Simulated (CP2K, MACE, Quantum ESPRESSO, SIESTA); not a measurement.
**Whose minimum is lowest? Relaxing random packing of 75TeO2-25ZnO (mol %) (55 atoms) by several methods**

MACE MPA-0 medium, CP2K double zeta and SIESTA DZP each relax the atoms of random packing of 75TeO2-25ZnO (mol %) (55 atoms) from one start, in the fixed cell. Which end lies lowest at the plane-wave level, and do they reach the same structure?

All numbers are calculated, not measured.

## (1) The cell

The cell holds 55 atoms (15 Te, 35 O and 5 Zn), with edges of 9.42, 9.42 and 9.42 Å. Recipe: 55 atoms (15 Te, 35 O, 5 Zn) packed at random in a cube at 5.57 g/cm³ and pushed apart as soft spheres, cations and anions kept from their own kind; a start for melting by ab initio MD, not an equilibrated structure.

## (2) The judge

Quantum ESPRESSO 7.5: Kohn-Sham DFT, PBE, SSSP efficiency 1.3.0 pseudopotentials, plane waves. Its input for the start:

```
&control
  calculation = 'scf'
  pseudo_dir = './pseudo'
  outdir = './tmp'
  disk_io = 'none'
  tprnfor = .true.
  tstress = .true.
/
&system
  ibrav = 0
  nat = 55
  ntyp = 3
  ecutwfc = 60
  ecutrho = 480
  nosym = .true.
  occupations = 'smearing'
  smearing = 'fd'
  degauss = 0.003675
/
&electrons
  conv_thr = 2.8e-07
  electron_maxstep = 100
  mixing_beta = 0.4
  mixing_mode = 'plain'
  diagonalization = 'david'
/
ATOMIC_SPECIES
Te 127.600 Te.upf
O 15.999 O.upf
Zn 65.380 Zn.upf
CELL_PARAMETERS angstrom
9.41830 0.00000 0.00000
0.00000 9.41830 0.00000
0.00000 0.00000 9.41830
ATOMIC_POSITIONS crystal
Te 0.52586 0.76241 0.53853
Te 0.18105 0.26459 0.87657
Te 0.56700 0.37726 0.78436
[... 50 atom lines left out ...]
Zn 0.51320 0.27467 0.30329
Zn 0.15297 0.47591 0.28952
K_POINTS gamma
```

The job ended after 6.4 min (4 MPI ranks of Arm Neoverse V1, shared host; peak memory 2.2 GiB; 26 min of CPU time).

At the start it finds an r.m.s. force component of 2.0 eV/Å and a pressure of 7.9 GPa. The same input is run at the end of each relaxation.

## (3) The relaxations

The DFT methods use the judge's functional, PBE. 

Times are CPU times on a shared host and are rough.

| method | basis or training data | geometry steps | reached its threshold | own energy change (meV/atom) | r.m.s. move (Å) | largest move (Å) | CPU time |
| --- | --- | --- | --- | --- | --- | --- | --- |
| MACE MPA-0 medium | trained on PBE(+U) plane-wave data | 173 | yes | -1219.0 | 1.33 | 2.44 | 3.2 min |
| CP2K double zeta | DZVP-MOLOPT-SR, GTH-PBE potentials, 640 Ry | 102 | no | -1318.2 | 1.49 | 3.15 | 4.9 h |
| SIESTA DZP | DZP orbitals, shift 0.01 Ry, mesh 400 Ry | 63 | no | -969.6 | 0.66 | 1.16 | - |

## (4) The ends, solved with plane waves

```csv
geometry,energy less the start's (meV/atom),r.m.s. force (eV/Å),longest force (eV/Å),pressure (GPa),Kohn-Sham gap (eV)
start,0.0,2.033,9.22,7.93,-
end of MACE MPA-0 medium,-1207.8,0.685,1.99,9.78,0.42
end of CP2K double zeta,-1316.1,0.144,0.58,3.16,2.24
end of SIESTA DZP,-953.6,0.274,0.85,1.88,-
```

A dash marks a value that wasn't kept, partly filled levels or a spacing under 0.15 eV.

## (5) Do they end in the same place?

Distances between the ends, with any common shift taken off:

```csv
ends,r.m.s. (Å),largest (Å)
MACE MPA-0 medium and CP2K double zeta,1.921,4.70
MACE MPA-0 medium and SIESTA DZP,1.224,2.17
CP2K double zeta and SIESTA DZP,1.289,3.09
```

Bonds, counted by one set of cutoffs taken from the start, with their mean length:

```csv
geometry,O-Te (under 2.49 Å),Te-Te (under 3.12 Å),Zn-O (under 2.23 Å)
start,48 at 2.13 Å,15 at 2.89 Å,7 at 1.94 Å
MACE MPA-0 medium,60 at 2.03 Å,1 at 3.05 Å,19 at 2.02 Å
CP2K double zeta,65 at 2.12 Å,1 at 3.09 Å,22 at 2.03 Å
SIESTA DZP,54 at 2.11 Å,4 at 3.06 Å,18 at 2.04 Å
```

## (6) Findings

By plane waves the end of CP2K double zeta lies lowest, 1316.1 meV/atom under the start; MACE MPA-0 medium ends 108.3 meV/atom higher and SIESTA DZP ends 362.6 meV/atom higher. The plane-wave r.m.s. force is smallest after CP2K double zeta (0.14 eV/Å) and largest after MACE MPA-0 medium (0.68 eV/Å), against 2.0 eV/Å at the start. CP2K double zeta and SIESTA DZP stopped short of their threshold, so those ends aren't minima even at their own level.

Own against plane-wave energy change: MACE MPA-0 medium -1219.0 against -1207.8, CP2K double zeta -1318.2 against -1316.1 and SIESTA DZP -969.6 against -953.6 meV/atom. The ends of MACE MPA-0 medium and CP2K double zeta differ by up to 4.70 Å for one atom, so they aren't one minimum, and their energies differ by path as well as by method. Bonds formed and lost against the start: MACE MPA-0 medium 46 and 36, CP2K double zeta 48 and 30 and SIESTA DZP 31 and 25, of 70. The pressure at the ends spans 1.9 to 9.8 GPa, from 7.9 GPa at the start.

**Limits.** Plane waves didn't relax the cell themselves, so each end could still go down at that level. The methods had unlike step limits and thresholds. The start is a random packing, far from any minimum, so the ends hang on the path. The reference samples only Γ, in a cell whose shortest periodic width is 9 Å. Spin–orbit coupling is left out, which matters for the levels of the heavy elements. The plane-wave runs aren't exact: their cutoffs and mesh weren't converged further here. SIESTA's automatically made basis is far from complete, and its potentials were converted by us (checked for H, C, O, Si, Ge and Ca alone). The reference has no spin polarisation, so local moments can't form. Where levels are smeared, the DFT runs use Fermi–Dirac occupations at 580 K (0.05 eV), and energies are free energies.

[Logs are printed without paths, hosts, clocks, repeated set-up lines and the standing remarks that a program may print on its own settings, such as how far it seeks lower states.]

[Hosts, paths, dates, database ids (printed as entryN), source tags and the programs' standing remarks are cut or masked in the printed files.]
